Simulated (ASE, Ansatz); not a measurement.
# Convergence of a linear-scaling basis for random fluorite-type alloy of CaF2 and CdF2 (96 atoms)

Aim: test how closely localised support functions follow the reference on random fluorite-type alloy of CaF2 and CdF2 (96 atoms), and at what cost. A setting counts as converged where the r.m.s. difference of forces stays under 1 % of the r.m.s. force.

Calculated with Ansatz 0.2.0; Kohn-Sham DFT, PBE, PAW (set soft_2), plane waves.

## (1) The starting structure

The cell holds 96 atoms: 24 Ca, 64 F and 8 Cd. Cell: a = 10.889 Å, b = 10.889 Å, c = 10.889 Å, α = 90.0°, β = 90.0°, γ = 90.0°. It derives from CaF2 (fluorite-type) and CdF2, repeated 2×2×2. Fluorite-type CaF2, 2 x 2 x 2 conventional cells, 8 of 32 Ca sites given to Cd at random (x = 0.250), lattice by Vegard's rule (a = 5.445 Å); every coordinate displaced by a Gaussian of 0.09 Å.

What the set-up can't give: The host structure and its lattice constant were typed by rule, without a check against the phase diagram. Only the Γ point is sampled, in a cell whose shortest periodic width is 11 Å.

## (2) Plane-wave single point

This run is the reference for what follows, at a cutoff of 420 eV.

Input file input.yaml:

```yaml
crystal:
  lattice:
    - [10.8894, 0.0, 0.0]
    - [0.0, 10.8894, 0.0]
    - [0.0, 0.0, 10.8894]
  atoms:
    - { symbol: Ca, position: [0.99783, 0.99578, 0.99434] }
    - { symbol: F, position: [0.12148, 0.12205, 0.12148] }
    - { symbol: F, position: [0.3689, 0.37627, 0.37205] }
    - { symbol: Ca, position: [0.99106, 0.24034, 0.23878] }
    - { symbol: F, position: [0.14019, 0.37774, 0.38028] }
    - { symbol: F, position: [0.36474, 0.1243, 0.14669] }
    - { symbol: Ca, position: [0.25046, 0.0027, 0.24395] }
    - { symbol: F, position: [0.3904, 0.12811, 0.36248] }
    - { symbol: F, position: [0.12032, 0.38619, 0.12991] }
    - { symbol: Ca, position: [0.25599, 0.24726, 0.98742] }
    - { symbol: F, position: [0.36768, 0.3603, 0.12771] }
    - { symbol: F, position: [0.11483, 0.1149, 0.37952] }
    - { symbol: Ca, position: [0.00577, 0.01055, 0.50083] }
    - { symbol: F, position: [0.13185, 0.1279, 0.62748] }
    - { symbol: F, position: [0.36185, 0.36521, 0.88159] }
    - { symbol: Ca, position: [0.00688, 0.24082, 0.76359] }
    - { symbol: F, position: [0.11575, 0.3665, 0.87479] }
    - { symbol: F, position: [0.37137, 0.11476, 0.62486] }
    - { symbol: Ca, position: [0.2495, 0.01203, 0.75575] }
    - { symbol: F, position: [0.37975, 0.11987, 0.87972] }
    - { symbol: F, position: [0.13228, 0.37534, 0.62427] }
    - { symbol: Ca, position: [0.24368, 0.25465, 0.50403] }
    - { symbol: F, position: [0.36791, 0.37833, 0.62572] }
    - { symbol: F, position: [0.12785, 0.11572, 0.88741] }
    - { symbol: Ca, position: [0.99983, 0.50107, 0.99978] }
    - { symbol: F, position: [0.13426, 0.62655, 0.12432] }
    - { symbol: F, position: [0.36601, 0.87568, 0.38024] }
    - { symbol: Ca, position: [0.00971, 0.74151, 0.26109] }
    - { symbol: F, position: [0.12277, 0.87318, 0.3577] }
    - { symbol: F, position: [0.36548, 0.61167, 0.12314] }
    - { symbol: Ca, position: [0.24469, 0.50501, 0.24594] }
    - { symbol: F, position: [0.36753, 0.62878, 0.3772] }
    - { symbol: F, position: [0.12423, 0.88931, 0.11378] }
    - { symbol: Cd, position: [0.25769, 0.75697, 0.99985] }
    - { symbol: F, position: [0.36845, 0.86657, 0.11472] }
    - { symbol: F, position: [0.11488, 0.6479, 0.36896] }
    - { symbol: Cd, position: [0.00283, 0.49254, 0.49127] }
    - { symbol: F, position: [0.13207, 0.62357, 0.61965] }
    - { symbol: F, position: [0.37563, 0.85955, 0.88016] }
    - { symbol: Cd, position: [0.99788, 0.74323, 0.75955] }
    - { symbol: F, position: [0.1308, 0.87737, 0.86094] }
    - { symbol: F, position: [0.3858, 0.63718, 0.61782] }
    - { symbol: Ca, position: [0.24977, 0.50075, 0.74197] }
    - { symbol: F, position: [0.37553, 0.6361, 0.87019] }
    - { symbol: F, position: [0.1379, 0.88337, 0.62396] }
    - { symbol: Ca, position: [0.25376, 0.75572, 0.49462] }
    - { symbol: F, position: [0.37229, 0.88185, 0.63621] }
    - { symbol: F, position: [0.1147, 0.61306, 0.87494] }
    - { symbol: Ca, position: [0.49671, 0.00658, 0.99869] }
    - { symbol: F, position: [0.62037, 0.12589, 0.12758] }
    - { symbol: F, position: [0.87142, 0.39783, 0.3687] }
    - { symbol: Ca, position: [0.49964, 0.2406, 0.25279] }
    - { symbol: F, position: [0.62089, 0.36885, 0.37544] }
    - { symbol: F, position: [0.87636, 0.12553, 0.13095] }
    - { symbol: Ca, position: [0.74389, 0.99808, 0.24213] }
    - { symbol: F, position: [0.86027, 0.12215, 0.37715] }
    - { symbol: F, position: [0.63178, 0.37305, 0.12572] }
    - { symbol: Ca, position: [0.74971, 0.23656, 0.99846] }
    - { symbol: F, position: [0.87485, 0.3618, 0.11667] }
    - { symbol: F, position: [0.61239, 0.12314, 0.36814] }
    - { symbol: Cd, position: [0.49618, 0.99812, 0.50349] }
    - { symbol: F, position: [0.61601, 0.10343, 0.63736] }
    - { symbol: F, position: [0.8781, 0.36119, 0.89011] }
    - { symbol: Ca, position: [0.50772, 0.23957, 0.73418] }
    - { symbol: F, position: [0.63758, 0.36722, 0.87617] }
    - { symbol: F, position: [0.87735, 0.12511, 0.62402] }
    - { symbol: Cd, position: [0.74702, 0.99731, 0.74834] }
    - { symbol: F, position: [0.87416, 0.132, 0.8711] }
    - { symbol: F, position: [0.61046, 0.36495, 0.63055] }
    - { symbol: Ca, position: [0.74847, 0.26022, 0.4845] }
    - { symbol: F, position: [0.88713, 0.3593, 0.62495] }
    - { symbol: F, position: [0.62557, 0.12225, 0.86558] }
    - { symbol: Cd, position: [0.50323, 0.50059, 0.99206] }
    - { symbol: F, position: [0.62596, 0.60878, 0.14382] }
    - { symbol: F, position: [0.86591, 0.86139, 0.37674] }
    - { symbol: Ca, position: [0.50157, 0.74964, 0.24239] }
    - { symbol: F, position: [0.6416, 0.8836, 0.38455] }
    - { symbol: F, position: [0.86693, 0.62233, 0.13264] }
    [... 12 atom lines left out ...]
    - { symbol: Ca, position: [0.75943, 0.50498, 0.75304] }
    - { symbol: F, position: [0.86934, 0.62683, 0.88032] }
    - { symbol: F, position: [0.62566, 0.88557, 0.6125] }
    - { symbol: Ca, position: [0.75455, 0.75079, 0.49064] }
    - { symbol: F, position: [0.87038, 0.87526, 0.62239] }
    - { symbol: F, position: [0.6296, 0.61926, 0.87473] }
kpoints:
  mp_grid: { grid: [1, 1, 1] }
hamiltonian:
  xc: pbe
scf:
  occupations: { method: gaussian, width: 0.05 }
output:
  forces: true
  stress: true
  populations: true
  dos:
    method: { smearing: { sigma: 0.1 } }
    de: 0.1
    projected: { site_lists: { Ca: [Ca], Cd: [Cd], F: [F] } }
  eigenvalues: true
  write_density: true
  write_potential: true
  volumetric_format: npy
```

Run with:

```console
> ansatz run input.yaml --threads 8 --pin off --max-ram 15872MiB --backend cpu --events-out ev --progress --plain --runs-dir out
```

Numbers of over 12 decimals in the logs are rounded to 6 here.

Log:

```text
Engine: ansatz 0.2.0, aarch64-unknown-linux-gnu
Pseudopotentials: kind: paw
Pseudopotential: Ca, paw, valence charge 10, recommended cutoff 420 eV (normal), Ca.paw.azcp
Pseudopotential: F, paw, valence charge 7, recommended cutoff 420 eV (normal), F.paw.azcp
Pseudopotential: Cd, paw, valence charge 20, recommended cutoff 420 eV (normal), Cd.paw.azcp
[... 5 lines on functional and potentials left out ...]
Crystal: 96 atoms, lattice volume = 1291.255 Å³
Basis set: ecut = 420 eV, 25341 PW (Γ), exchange–correlation on 150×150×150 points (8 copies of the dense FFT grid, shifted against one another)
Bands: 520, of which v1, the nominal top of the filled ones, is band 424 counted from 1 (423 counted from 0)
Symmetry: 1 space group operations
Space group: P1 (ITA 1), of the structure as read, at distance tolerance 1.1e-4 Å
k-points: 1
[... 7 lines on functional and potentials left out ...]
Initial density: superposition of atomic densities (neutral atoms: chi_scale 0, normalization atom), corrected by the library's trained network
Initial wavefunctions: pseudopotential atomic-orbital guess
Functional: x = pbe(κ = 0.804, μ = 0.219515), c = pbe(β = 0.066725)
SCF iter   1: F=—  HF=-161524.522243 eV  |F-HF|=—  |Δ(HF+E_count)|=         —  Δρ=1.20e-3  dr2=1.63e-2  ethr=1.77e-3  ⟨swp⟩=6.0  Hψ=1993  notcnv=0  defer=78
preconditioner: auto → Resta (q_TF=auto, 2.544 Å⁻¹)  ε∞=3.7  [insulator: Δε(μ)=4.227 eV  Ē_g=17.046 eV  σ=0.050 eV  W_gap=1.00  n_scr=364 (ndim 8)  ℏωp=28.0 eV  f_vac=0.125  D(μ)=0.00/eV (n_scr^D=0)  ε∞_Penn≈3.7]
SCF iter   2: F=—  HF=-161524.530420 eV  |F-HF|=—  |Δ(HF+E_count)|=   8.18e-3  Δρ=6.05e-4  dr2=4.50e-3  ethr=1.93e-6  ⟨swp⟩=3.0  Hψ=990  notcnv=0  defer=83
SCF iter   3: F=—  HF=-161524.532182 eV  |F-HF|=—  |Δ(HF+E_count)|=   1.76e-3  Δρ=2.59e-4  dr2=1.50e-3  ethr=5.30e-7  ⟨swp⟩=2.0  Hψ=798  notcnv=0  defer=83
SCF iter   4: F=—  HF=-161524.532433 eV  |F-HF|=—  |Δ(HF+E_count)|=   2.52e-4  Δρ=7.27e-5  dr2=8.26e-5  ethr=1.77e-7  ⟨swp⟩=2.0  Hψ=658  notcnv=0  defer=83
SCF iter   5: F=—  HF=-161524.528468 eV  |F-HF|=—  |Δ(HF+E_count)|=   3.96e-3  Δρ=4.56e-5  dr2=1.82e-5  ethr=9.74e-9  ⟨swp⟩=2.0  Hψ=799  notcnv=0  defer=83
SCF iter   6: F=—  HF=-161524.528473 eV  |F-HF|=—  |Δ(HF+E_count)|=   4.78e-6  Δρ=2.11e-5  dr2=3.74e-6  ethr=2.14e-9  ⟨swp⟩=2.0  Hψ=799  notcnv=0  defer=83
SCF iter   7: F=—  HF=-161524.528474 eV  |F-HF|=—  |Δ(HF+E_count)|=   9.65e-7  Δρ=4.79e-6  dr2=2.75e-7  ethr=4.42e-10  ⟨swp⟩=2.0  Hψ=797  notcnv=0  defer=83
SCF iter   8: F=-161524.528475 eV  HF=-161524.528475 eV  |F-HF|=1.72e-9  |Δ(HF+E_count)|=   4.12e-7  Δρ=2.96e-6  dr2=7.68e-8  ethr=1.18e-11  ⟨swp⟩=18.0  Hψ=4156  notcnv=0
SCF 1 converged in 8 iterations: F = -161524.528475 eV  dr2 = 7.68e-8
  greatest PAW one-centre occupation: 1.001 electrons in one spin orbital (limit 2), on the Cd atom at site 78 (counted from 0), in its partial waves of l = 1
SCF converged after 8 iterations
Free energy (F): -161524.528475 eV
Harris-Foulkes:  -161524.528475 eV  (|F-HF|=1.72e-9)
Internal energy: -161524.528475 eV  (E = F + TS)
E sigma→0 (E₀):  -161524.528475 eV
Fermi energy:    6.859120 eV
--- Per-component energies (eV) ---
  E_band       = -8514.529853
  E_kinetic    = 24037.350188
  E_local      = -82772.905015  (includes V_loc(G=0)·N_el)
  E_nonlocal   = 6523.194336
  E_hartree    = 33172.378456
  E_xc         = -9865.573652
  E_vxc        = -12493.516466  (∫ρ·V_xc dr)
  E_paw        = -66137.920056  (= ΣΔE_a)
  E_vpaw       = -10153.528960  (= ΣTr[D̂ρ^β])
  E_aug_tail   = 0.132294  (compensation charges beyond the density's cutoff)
  E_ewald      = -66481.185026
  E_smearing   = -0.000000  (= −TS)
  E_closure    = 0.000000  (closes the sum)
  Σ components = -161524.528475   (vs F -161524.528475, Δ=0.00e0)
--- Forces (eV/Å), atoms counted from 1 ---
  atom   1  Ca     0.11346767    -0.16084643     0.42350565
  atom   2  F     -0.05595913     0.57362055     0.22397291
  atom   3  F      0.53279853    -0.02481779     0.51968110
  atom   4  Ca     0.87245673     0.84402922     0.46778530
  atom   5  F     -1.10608737     0.03846780    -0.19935243
  atom   6  F      0.69017543    -0.10982254    -2.09770701
  atom   7  Ca    -0.82600411    -0.54871711     0.71879444
  atom   8  F     -1.59970456    -0.81544576     1.79257110
  atom   9  F     -0.19300879    -0.54735989    -0.15145877
  atom  10  Ca    -1.00348610    -0.01609035     2.07182391
  atom  11  F      0.36550356     0.45715802    -0.38210766
  atom  12  F      0.73443068     1.05824403    -0.63379312
  atom  13  Ca    -1.00473821    -1.51538531     0.48516326
  atom  14  F     -0.29725653     0.23433009     0.29974512
[...]
atom  95  F      0.42647356     0.02401061     0.70010105
  atom  96  F     -0.40654618     0.24921046     0.00413220
  max |Σ_I F_I| component: 1.42e-4 eV/Å
--- Stress (GPa, compression-positive) ---
        5.803488       0.351805      -0.219165
        0.351805       5.754215      -0.726740
       -0.219165      -0.726740       5.532157
  P = ⅓ Tr σ = 5.6966 GPa (56.966 kbar)
--- Band table (eV) ---
  k-point 0: bands = ["-94.7545", "-94.5297", "-94.3539", "-94.2429", [... 504 levels ...], "14.2133", "14.2263", "14.2575", "14.2673", "14.3145", "14.3261", "14.3470", "14.3747", "14.3837", "14.3876", "14.4180", "14.4381"]
--- Löwdin populations: 96 sites ---
  site symbol       q [e]
     0     Ca      8.2617
     1      F      7.7680
     2      F      7.7675
[...]
95      F      7.7243
  spilling = 0.007265 (of n_electrons = 848.000000)
```

Elapsed: 13 s, on 8 threads of Arm Neoverse V2, shared host; peak memory 2 GiB.

Reading the cycles: dr2 is the Hartree energy of the density residual (eV), the measure of convergence; HF is the Harris–Foulkes estimate of the energy, which meets the free energy F at convergence.

Read from the output:

```
free energy                                      : -161524.5285 eV
free energy per atom                             : -1682.5472 eV/atom
SCF cycles                                       : 8
pressure                                         : 5.697 GPa
r.m.s. force component                           : 0.7893 eV/Å
longest force                                    : 4.081 eV/Å
Fermi energy                                     : 6.859 eV
gap (highest filled to lowest empty level) : 4.24 eV
spilling of the projection                       : 0.007265
```

The r.m.s. force component of 0.79 eV/Å and the pressure of 5.7 GPa set the scale for the differences below.

## (3) Support functions low

With localised support functions most steps grow linearly with size, though the diagonalisation grows faster unless the density matrix is cut; this run measures error and cost at this size.

This step: Kohn-Sham DFT, PBE, PAW (set soft_2), localised support functions (low) (Ansatz 0.2.0).

input.yaml, the sections that differ from step 2:

```yaml
scf:
  occupations: { method: gaussian, width: 0.05 }
  eigensolver: { kind: { support_functions: { accuracy: low } } }
  max_iter: 150
output:
  forces: true
  eigenvalues: true
# crystal, kpoints, hamiltonian: as in step 2
```

Log:

```text
Warning: scf.eigensolver.kind.support_functions: disabling space-group detection — the functions' gradient is summed over unrotated k-points, so no spatial operation reduces the k-mesh or symmetrises the density; time reversal is kept, so that k and −k are solved as one point where they differ and the mesh holds both, and exact exchange and, on two spinor components, a DFT+U term hold to it where the run has them: [...]
settings of this run that can trade accuracy for cost: scf.eigensolver.kind.support_functions; scf.eigensolver.kind.support_functions.accuracy: low [...]
[...]
Crystal: 96 atoms, lattice volume = 1291.255 Å³
Basis set: ecut = 420 eV, 25341 PW (Γ), exchange–correlation on 180×180×180 points (8 copies of the dense FFT grid, shifted against one another)
Bands: 509, of which v1, the nominal top of the filled ones, is band 424 counted from 1 (423 counted from 0)
Symmetry: 1 space group operations
k-points: 1
[...]
SCF iter   1: F=—  HF=-161541.955626 eV  |F-HF|=—  |Δ(HF+E_count)|=         —  Δρ=1.11e-1  dr2=1.78e2  ethr=1.00e-1
[...]
SCF iter  11: F=—  HF=-161525.003373 eV  |F-HF|=—  |Δ(HF+E_count)|=   4.67e-3  Δρ=3.31e-5  dr2=1.94e-5  ethr=2.51e-8  κ⁻¹=7.5e-6(r=7)
SCF iter  12: F=-161525.006953 eV  HF=-161525.006959 eV  |F-HF|=5.97e-6  |Δ(HF+E_count)|=   3.59e-3  Δρ=3.75e-5  dr2=1.13e-5  ethr=2.29e-9
SCF 1 converged in 12 iterations: F = -161525.044882 eV  dr2 = 1.13e-5
[...]
SCF converged after 12 iterations
Stability not checked: this state was not tested for a lower state beside it, because the mixer in use, unlike msr1, does not test its closes by its own steps (another_mixer; see scf.mixing.algorithm and scf.lower_state_search)
Free energy (F): -161525.044882 eV
[...]
Internal energy: -161525.044882 eV  (E = F + TS)
E sigma→0 (E₀):  -161525.044882 eV
Fermi energy:    6.859254 eV
[...]
Σ components = -161525.044882   (vs F -161525.044882, Δ=0.00e0)
--- Forces (eV/Å), atoms counted from 1 ---
  atom   1  Ca     0.11385273    -0.16132653     0.42379967
  atom   2  F     -0.05608410     0.57338116     0.22436468
  atom   3  F      0.53349871    -0.02490152     0.51933320
  atom   4  Ca     0.87256365     0.84376194     0.46660176
[...]
atom  96  F     -0.40676719     0.24837103     0.00298292
  max |Σ_I F_I| component: 4.26e-3 eV/Å
--- Band table (eV) ---
[...]
```

Wall time 82 s (8 threads); peak memory 5.5 GiB; 11 min of CPU time.

The program notes that the band table was not solved further than the SCF left it and it switched symmetry off.

Keys that differ from the reference: support_functions.accuracy = "low" and scf.max_iter = 150.

Forces differ from the reference by 0.60 meV/Å r.m.s., 0.077 % of their size, well within a tolerance of 1 %; the energy by -5.4 meV/atom. It took 82 s and 12 cycles; the reference's time can't be set against it, since the two runs asked for unlike analyses.

## (4) Support functions medium

The cell is solved in localised support functions. Besides, the program derives a nominal cutoff of 631 eV for this run, against the reference's 420.

This step: Kohn-Sham DFT, PBE, PAW (set soft_2), localised support functions (medium) (Ansatz 0.2.0).

input.yaml, the sections that differ from step 3:

```yaml
scf:
  occupations: { method: gaussian, width: 0.05 }
  eigensolver: { kind: { support_functions: { accuracy: medium } } }
  max_iter: 150
# crystal, kpoints, hamiltonian, output: as in step 3
```

Log:

```text
[...]
Warning: basis.ecutwfc = 631 eV, auto-derived: no grid that the accuracy of the support functions lays serves the files at the lower one that their records recommend; a deck with other species or settings can derive another value
[...]
Crystal: 96 atoms, lattice volume = 1291.255 Å³
Basis set: ecut = 631 eV, 46585 PW (Γ), exchange–correlation on 180×180×180 points (8 copies of the dense FFT grid, shifted against one another)
Bands: 509, of which v1, the nominal top of the filled ones, is band 424 counted from 1 (423 counted from 0)
Symmetry: 1 space group operations
k-points: 1
[...]
SCF iter   1: F=—  HF=-161541.969182 eV  |F-HF|=—  |Δ(HF+E_count)|=         —  Δρ=1.11e-1  dr2=1.78e2  ethr=1.00e-1
[...]
SCF iter  12: F=—  HF=-161525.007154 eV  |F-HF|=—  |Δ(HF+E_count)|=   3.59e-3  Δρ=3.75e-5  dr2=1.13e-5  ethr=2.29e-9  κ⁻¹=2.8e-6(r=7)
SCF iter  13: F=-161525.010001 eV  HF=-161525.010001 eV  |F-HF|=4.94e-8  |Δ(HF+E_count)|=   2.85e-3  Δρ=1.07e-5  dr2=1.29e-6  ethr=1.33e-9
SCF 1 converged in 13 iterations: F = -161525.045124 eV  dr2 = 1.29e-6
[...]
SCF converged after 13 iterations
[...]
Free energy (F): -161525.045124 eV
[...]
Internal energy: -161525.045124 eV  (E = F + TS)
E sigma→0 (E₀):  -161525.045124 eV
Fermi energy:    6.859786 eV
[...]
Σ components = -161525.045124   (vs F -161525.045124, Δ=0.00e0)
--- Forces (eV/Å), atoms counted from 1 ---
  atom   1  Ca     0.11381834    -0.16113098     0.42372377
  atom   2  F     -0.05608128     0.57339742     0.22438103
  atom   3  F      0.53350907    -0.02488510     0.51931870
  atom   4  Ca     0.87271061     0.84376520     0.46693969
[...]
atom  96  F     -0.40671012     0.24841746     0.00307166
  max |Σ_I F_I| component: 4.46e-3 eV/Å
--- Band table (eV) ---
[...]
```

Wall time 91 s (8 threads); peak memory 5.5 GiB; 12 min of CPU time.

Keys that differ from the reference: support_functions.accuracy = "medium" and scf.max_iter = 150.

Forces differ from the reference by 0.58 meV/Å r.m.s., 0.074 % of their size, well within a tolerance of 1 %; the energy by -5.4 meV/atom. It took 91 s and 13 cycles; the reference's time can't be set against it, since the two runs asked for unlike analyses.

## (5) Support functions medium, radius 2.94 Å

The radius confines each support function; a larger one gives more freedom and more work per atom.

input.yaml, the sections that differ from step 4:

```yaml
scf:
  occupations: { method: gaussian, width: 0.05 }
  eigensolver: { kind: { support_functions: { accuracy: medium, radius: 2.94 } } }
  max_iter: 150
# crystal, kpoints, hamiltonian, output: as in step 4
```

Log:

```text
Warning: scf.eigensolver.kind.support_functions: disabling space-group detection — the functions' gradient is summed over unrotated k-points, so no spatial operation reduces the k-mesh or symmetrises the density; time reversal is kept, so that k and −k are solved as one point where they differ and the mesh holds both, and exact exchange and, on two spinor components, a DFT+U term hold to it where the run has them: [...]
Warning: basis.ecutwfc = 631 eV, auto-derived: no grid that the accuracy of the support functions lays serves the files at the lower one that their records recommend; a deck with other species or settings can derive another value
settings of this run that can trade accuracy for cost: scf.eigensolver.kind.support_functions [...]
Engine: ansatz 0.2.0, aarch64-unknown-linux-gnu
Pseudopotentials: kind: paw
Pseudopotential: Ca, paw, valence charge 10, recommended cutoff 420 eV (normal), Ca.paw.azcp
Pseudopotential: F, paw, valence charge 7, recommended cutoff 420 eV (normal), F.paw.azcp
Pseudopotential: Cd, paw, valence charge 20, recommended cutoff 420 eV (normal), Cd.paw.azcp
[... 5 lines on functional and potentials left out ...]
Error: SCF: the radius of support functions is under 3.50 Å, the least for these sites at the functions' level (scf.eigensolver.kind.support_functions.accuracy). Use scf.eigensolver.kind: auto, or type scf.eigensolver.kind.support_functions.radius at least as long, [...]
```

Run time: 2.5 s. Hardware: 8 threads; peak memory 0.41 GiB; 12 s of CPU time.

The program refuses radii under 3.50 Å for these atoms at this level.

(Part 1 of 2 ends here.)

[Logs are printed without paths, hosts, clocks, repeated set-up lines and the standing remarks that a program may print on its own settings, such as how far it seeks lower states.]

[Hosts, paths, dates, database ids (printed as entryN), source tags and the programs' standing remarks are cut or masked in the printed files.]
